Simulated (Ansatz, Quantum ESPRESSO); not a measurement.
## MgS (F-43m): phonons by linear response

How does MgS (F-43m) vibrate, and is this structure a minimum?

Program: Quantum ESPRESSO 7.5. Level of theory: DFT LDA, scalar-relativistic, plane waves, GBRV ultrasoft pseudopotentials. Results are calculated unless marked as measured.

**1. Set-up**

Symmetry: F-43m, No. 216, cubic system. The conventional cell has a = 5.666 Å, b = 5.666 Å, c = 5.666 Å, α = 90.00°, β = 90.00°, γ = 90.00°. Mg has 4 S at 2.45 Å nearest. Nearest to S lie 4 Mg at 2.45 Å. Farther neighbours and most contacts between anions are not listed.

As a file:

```cif
data_structure
_symmetry_space_group_name_H-M 'F-43m'
_symmetry_Int_Tables_number 216
_cell_length_a 5.6662
_cell_length_b 5.6662
_cell_length_c 5.6662
_cell_angle_alpha 90.000
_cell_angle_beta 90.000
_cell_angle_gamma 90.000
_cell_volume 181.92
loop_
_atom_site_label
_atom_site_type_symbol
_atom_site_symmetry_multiplicity
_atom_site_Wyckoff_symbol
_atom_site_fract_x
_atom_site_fract_y
_atom_site_fract_z
_atom_site_occupancy
Mg1 Mg 4 a 0.00000 0.00000 0.00000 1
S1 S 4 c 0.75000 0.25000 0.75000 1
```

**2. A probe with smearing**

A cheap run with smearing and empty bands tells whether the crystal has a gap, which decides between fixed occupations and smearing later on.

The input, probe.in:

```
&control
   calculation = 'scf'
   prefix = 'x'
   outdir = './tmp'
   pseudo_dir = './pseudo'
   tprnfor = .true.
   tstress = .true.
   verbosity = 'high'
/
&system
   ibrav = 0
   nat = 2
   ntyp = 2
   ecutwfc = 45.0
   ecutrho = 270.0
   occupations = 'smearing'
   smearing = 'gaussian'
   degauss = 0.01
/
&electrons
   conv_thr = 1.0d-07
   mixing_beta = 0.7
   electron_maxstep = 100
/
ATOMIC_SPECIES
 Mg     24.3050  Mg.upf
 S      32.0600  S.upf
CELL_PARAMETERS angstrom
    -2.833120050    0.000000000    2.833120050
     0.000000000    2.833120050    2.833120050
    -2.833120050    2.833120050    0.000000000
ATOMIC_POSITIONS crystal
 Mg     0.000000000   0.000000000   0.000000000
 S      0.750000000   0.750000000   0.750000000
K_POINTS automatic
 6 6 6 0 0 0
```

Started as:

```console
OMP_NUM_THREADS=1 mpirun -n 4 pw.x -nk 4 -in probe.in > probe.out
```

The program printed:

```text
[banners, grids, parts of the stress and lines that vanish by symmetry left out]
Program PWSCF v.7.5
     Message from routine setup:
     using ibrav=0 with symmetry is DISCOURAGED, use correct ibrav instead
[...]
kinetic-energy cutoff     =      45.0000  Ry
     charge density cutoff     =     270.0000  Ry
     scf convergence threshold =      1.0E-07
[...]
Exchange-correlation=  SLA  PZ   NOGX NOGC
                           (   1   1   0   0   0   0   0)
[...]
24 Sym. Ops. (no inversion) found
[...]
(     0          1          0      )
                  (     0          0          1      )
[...]
(  0.0000000  1.0000000  0.0000000 )
                  ( -0.0000000 -0.0000000  1.0000000 )
[...]
(     1          0         -1      )
                  (     0          0         -1      )
[...]
(  0.0000000  1.0000000  0.0000000 )
[...]
(    -1          0          1      )
                  (    -1          0          0      )
[...]
( -0.0000000 -0.0000000  1.0000000 )
                  (  0.0000000 -1.0000000 -0.0000000 )
[...]
number of k points=    16  Gaussian smearing, width (Ry)=  0.0100
[...]
End of self-consistent calculation
[...]
the Fermi energy is     5.1633 ev
!    total energy              =    -149.36222812 Ry
[...]
convergence has been achieved in   6 iterations
[...]
atom    1 type  1   force =    -0.00000000   -0.00000000    0.00000000
     atom    2 type  2   force =    -0.00000000   -0.00000000    0.00000000
[...]
Total force =     0.000000     Total SCF correction =     0.000000
[...]
total   stress  (Ry/bohr**3)                   (kbar)     P=      -22.16
[...]
XML data file, charge density, pseudopotentials, collected wavefunctions

   JOB DONE.
```

Elapsed: 2.6 s, on 4 MPI ranks of Arm Neoverse V2, shared host; 9.9 s of CPU time.

Numbers from this step:

- volume per atom: 22.74 Å³
- pressure: -2.216 GPa
- gap on the k-mesh: 3.170 eV

A gap of 3.2 eV opens on this mesh, so the crystal is taken as an insulator; the start stands at -2.2 GPa.

**3. Relaxation**

Frequencies change by per cents with a per cent of volume, so the structure is first brought to rest at this level of theory.

The input, relax.in:

```
&control
   calculation = 'vc-relax'
   prefix = 'x'
   outdir = './tmp'
   pseudo_dir = './pseudo'
   tprnfor = .true.
   tstress = .true.
   forc_conv_thr = 2.0d-05
   etot_conv_thr = 1.0d-07
   nstep = 40
/
&system
   ibrav = 0
   nat = 2
   ntyp = 2
   ecutwfc = 45.0
   ecutrho = 270.0
   occupations = 'fixed'
   nbnd = 10
/
&electrons
   conv_thr = 1.0d-11
   mixing_beta = 0.7
   electron_maxstep = 100
/
&ions
/
&cell
   press_conv_thr = 0.1
/
ATOMIC_SPECIES
 Mg     24.3050  Mg.upf
 S      32.0600  S.upf
CELL_PARAMETERS angstrom
    -2.833120050    0.000000000    2.833120050
     0.000000000    2.833120050    2.833120050
    -2.833120050    2.833120050    0.000000000
ATOMIC_POSITIONS crystal
 Mg     0.000000000   0.000000000   0.000000000
 S      0.750000000   0.750000000   0.750000000
K_POINTS automatic
 6 6 6 0 0 0
```

Started as:

```console
OMP_NUM_THREADS=1 mpirun -n 4 pw.x -nk 4 -in relax.in > relax.out
```

The program printed:

```text
[banners, grids, parts of the stress and lines that vanish by symmetry left out]
[banner, memory and clock lines left out]
Program PWSCF v.7.5

[...]
kinetic-energy cutoff     =      45.0000  Ry
     charge density cutoff     =     270.0000  Ry
     scf convergence threshold =      1.0E-11
[...]
energy convergence thresh.=      1.0E-07
     force convergence thresh. =      2.0E-05
     press convergence thresh. =      1.0E-01
     Exchange-correlation=  SLA  PZ   NOGX NOGC
                           (   1   1   0   0   0   0   0)
[...]
24 Sym. Ops. (no inversion) found
[...]
number of k points=    16
[...]
End of self-consistent calculation
[...]
highest occupied, lowest unoccupied level (ev):     2.7787    5.9498
!    total energy              =    -149.36222816 Ry
[...]
convergence has been achieved in  11 iterations
[...]
atom    1 type  1   force =     0.00000000    0.00000000   -0.00000000
     atom    2 type  2   force =     0.00000000    0.00000000    0.00000000
     Total force =     0.000000     Total SCF correction =     0.000000
[...]
total   stress  (Ry/bohr**3)                   (kbar)     P=      -22.40
[...]
number of bfgs steps    =   0
[...]
CELL_PARAMETERS (angstrom)
[...]
ATOMIC_POSITIONS (crystal)
Mg              -0.0000000000        0.0000000000        0.0000000000
S                0.7500000000        0.7500000000        0.7500000000
[...]
New effective cutoffs (rho, wfc):  272.02   45.34
[...]
End of self-consistent calculation
[...]
highest occupied, lowest unoccupied level (ev):     2.8726    6.1000
!    total energy              =    -149.36268612 Ry
[...]
convergence has been achieved in   6 iterations
[...]
atom    1 type  1   force =     0.00000000    0.00000000   -0.00000000
     atom    2 type  2   force =     0.00000000   -0.00000000    0.00000000
     Total force =     0.000000     Total SCF correction =     0.000000
[...]
total   stress  (Ry/bohr**3)                   (kbar)     P=      -16.27
[...]
number of bfgs steps    =   1
[...]
CELL_PARAMETERS (angstrom)
[...]
ATOMIC_POSITIONS (crystal)
Mg              -0.0000000000        0.0000000000        0.0000000000
S                0.7500000000        0.7500000000        0.7500000000
[...]
New effective cutoffs (rho, wfc):  275.17   45.86
[...]
End of self-consistent calculation
[...]
highest occupied, lowest unoccupied level (ev):     3.0163    6.3298
!    total energy              =    -149.36308081 Ry
[...]
convergence has been achieved in  10 iterations
[...]
atom    1 type  1   force =    -0.00000000    0.00000000    0.00000000
     atom    2 type  2   force =     0.00000000    0.00000000   -0.00000000
     Total force =     0.000000     Total SCF correction =     0.000000
[...]
total   stress  (Ry/bohr**3)                   (kbar)     P=       -6.45
[...]
number of bfgs steps    =   2
[...]
CELL_PARAMETERS (angstrom)
[...]
ATOMIC_POSITIONS (crystal)
[...]
New effective cutoffs (rho, wfc):  277.22   46.20
[...]
End of self-consistent calculation
[...]
highest occupied, lowest unoccupied level (ev):     3.1109    6.4808
!    total energy              =    -149.36315085 Ry
[...]
convergence has been achieved in   7 iterations
[...]
atom    1 type  1   force =    -0.00000000   -0.00000000    0.00000000
     atom    2 type  2   force =     0.00000000    0.00000000    0.00000000
     Total force =     0.000000     Total SCF correction =     0.000000
[...]
total   stress  (Ry/bohr**3)                   (kbar)     P=        0.30
[...]
number of bfgs steps    =   3
[...]
CELL_PARAMETERS (angstrom)
[...]
ATOMIC_POSITIONS (crystal)
[...]
New effective cutoffs (rho, wfc):  277.13   46.19
[...]
End of self-consistent calculation
[...]
highest occupied, lowest unoccupied level (ev):     3.1067    6.4741
!    total energy              =    -149.36315099 Ry
[...]
convergence has been achieved in   5 iterations
[...]
atom    1 type  1   force =    -0.00000000   -0.00000000   -0.00000000
     atom    2 type  2   force =    -0.00000000   -0.00000000    0.00000000
     Total force =     0.000000     Total SCF correction =     0.000000
[...]
total   stress  (Ry/bohr**3)                   (kbar)     P=       -0.00
[...]
number of bfgs steps    =   4
[...]
small trust_radius: resetting bfgs history
[...]
CELL_PARAMETERS (angstrom)
[...]
ATOMIC_POSITIONS (crystal)
[...]
New effective cutoffs (rho, wfc):  277.13   46.19
[...]
End of self-consistent calculation
[...]
highest occupied, lowest unoccupied level (ev):     3.1067    6.4741
!    total energy              =    -149.36315099 Ry
[...]
convergence has been achieved in   1 iterations
[...]
atom    1 type  1   force =    -0.00000000   -0.00000000    0.00000000
     atom    2 type  2   force =     0.00000000    0.00000000   -0.00000000
     Total force =     0.000000     Total SCF correction =     0.000000
[...]
total   stress  (Ry/bohr**3)                   (kbar)     P=       -0.00
[...]
bfgs converged in   6 scf cycles and   5 bfgs steps
[...]
End of BFGS Geometry Optimization
     Final enthalpy           =    -149.3631509942 Ry
     File ./tmp/x.bfgs deleted, as requested
[...]
CELL_PARAMETERS (angstrom)
[...]
ATOMIC_POSITIONS (crystal)
Mg               0.0000000000        0.0000000000        0.0000000000
S                0.7500000000        0.7500000000        0.7500000000
[...]
Final scf calculation at the relaxed structure.
[...]
kinetic-energy cutoff     =      45.0000  Ry
     charge density cutoff     =     270.0000  Ry
     scf convergence threshold =      1.0E-13
[...]
press convergence thresh. =      1.0E-01
     Exchange-correlation=  SLA  PZ   NOGX NOGC
                           (   1   1   0   0   0   0   0)
[...]
24 Sym. Ops. (no inversion) found
[...]
number of k points=    16
[...]
c_bands:  1 eigenvalues not converged
     c_bands:  1 eigenvalues not converged
     c_bands:  1 eigenvalues not converged
[...]
End of self-consistent calculation
[...]
highest occupied, lowest unoccupied level (ev):     3.1068    6.4742
!    total energy              =    -149.36310882 Ry
[...]
convergence has been achieved in  12 iterations
[...]
atom    1 type  1   force =     0.00000000    0.00000000    0.00000000
     atom    2 type  2   force =    -0.00000000   -0.00000000   -0.00000000
     Total force =     0.000000     Total SCF correction =     0.000000
[...]
total   stress  (Ry/bohr**3)                   (kbar)     P=        0.04
[...]
XML data file, charge density, pseudopotentials, collected wavefunctions
```

It took 13 s on 4 MPI ranks.

Step by step:

| step | energy less that of the first step (eV) | largest force (eV/Å) | pressure (GPa) | volume (Å³) |
| --- | --- | --- | --- | --- |
| 1 | 0.0000 | 0.0000 | -2.24 | 45.48 |
| 2 | -0.0062 | 0.0000 | -1.63 | 44.96 |
| 3 | -0.0116 | 0.0000 | -0.65 | 44.19 |
| 4 | -0.0126 | 0.0000 | 0.03 | 43.70 |
| 5 | -0.0126 | 0.0000 | 0.00 | 43.72 |
| 6 | -0.0126 | 0.0000 | 0.00 | 43.72 |
| 7 | -0.0120 | 0.0000 | 0.00 | 43.72 |

| conventional cell, symmetrised | before | after | change |
| --- | --- | --- | --- |
| a (Å) | 5.666 | 5.592 | -1.3 % |
| b (Å) | 5.666 | 5.592 | -1.3 % |
| c (Å) | 5.666 | 5.592 | -1.3 % |
| volume (Å³/atom) | 22.74 | 21.86 | -3.9 % |

Final coordinates:

```xyz
2
Lattice="-2.7962 0.0000 2.7962 0.0000 2.7962 2.7962 -2.7962 2.7962 0.0000" Properties=species:S:1:pos:R:3 pbc="T T T"
Mg    0.0000    0.0000    0.0000
S    -4.1943    4.1943    4.1943
```

The last row of the table of steps is pw.x's closing run on a basis chosen anew for the final cell, so its energy can jump.

Read from the output:

| Item | Value |
| --- | --- |
| volume per atom | 21.86 Å³ |
| pressure | 0.004 GPa |
| gap on the k-mesh | 3.367 eV |

The volume changes by -3.9 % from the cell with which this run began.

**4. Self-consistent run for the response**

Perturbation theory inherits every error of the wavefunctions, so the threshold is set near the limit of the arithmetic. With a gap, occupations are fixed, which also allows the response to an electric field.

The input, scf.in:

```
&control
   calculation = 'scf'
   prefix = 'x'
   outdir = './tmp'
   pseudo_dir = './pseudo'
   tprnfor = .true.
   tstress = .true.
/
&system
   ibrav = 0
   nat = 2
   ntyp = 2
   ecutwfc = 45.0
   ecutrho = 270.0
   occupations = 'fixed'
   nbnd = 10
/
&electrons
   conv_thr = 1.0d-12
   mixing_beta = 0.7
   electron_maxstep = 100
/
ATOMIC_SPECIES
 Mg     24.3050  Mg.upf
 S      32.0600  S.upf
CELL_PARAMETERS angstrom
    -2.796174793    0.000000000    2.796174793
     0.000000000    2.796174793    2.796174793
    -2.796174793    2.796174793    0.000000000
ATOMIC_POSITIONS crystal
 Mg     0.000000000   0.000000000   0.000000000
 S      0.750000000   0.750000000   0.750000000
K_POINTS automatic
 8 8 8 0 0 0
```

Started as:

```console
OMP_NUM_THREADS=1 mpirun -n 4 pw.x -nk 4 -in scf.in > scf.out
```

The program printed:

```text
[banners, grids, parts of the stress and lines that vanish by symmetry left out]
[banner, memory and clock lines left out]
Program PWSCF v.7.5

[...]
kinetic-energy cutoff     =      45.0000  Ry
     charge density cutoff     =     270.0000  Ry
     scf convergence threshold =      1.0E-12
[...]
Exchange-correlation=  SLA  PZ   NOGX NOGC
                           (   1   1   0   0   0   0   0)
[...]
24 Sym. Ops. (no inversion) found
[...]
number of k points=    29
[...]
End of self-consistent calculation
[...]
highest occupied, lowest unoccupied level (ev):     3.1060    6.4738
!    total energy              =    -149.36316013 Ry
[...]
convergence has been achieved in  13 iterations
[...]
atom    1 type  1   force =     0.00000000   -0.00000000   -0.00000000
     atom    2 type  2   force =     0.00000000    0.00000000    0.00000000
     Total force =     0.000000     Total SCF correction =     0.000000
[...]
total   stress  (Ry/bohr**3)                   (kbar)     P=       -0.01
[...]
XML data file, charge density, pseudopotentials, collected wavefunctions
```

Wall time 4 s (4 MPI ranks); 16 s of CPU time.

This step gave:

- pressure: -0.001 GPa
- gap on the k-mesh: 3.368 eV

The cell stands at -0.001 GPa, close enough for phonons.

(Continued in part 2 of 4.)

[Host names and launcher messages were left out of these logs when they were recorded.]

[Logs are printed without paths, hosts, clocks, repeated set-up lines and the standing remarks that a program may print on its own settings, such as how far it seeks lower states.]

[Hosts, paths, dates, database ids (printed as entryN), source tags and the programs' standing remarks are cut or masked in the printed files.]
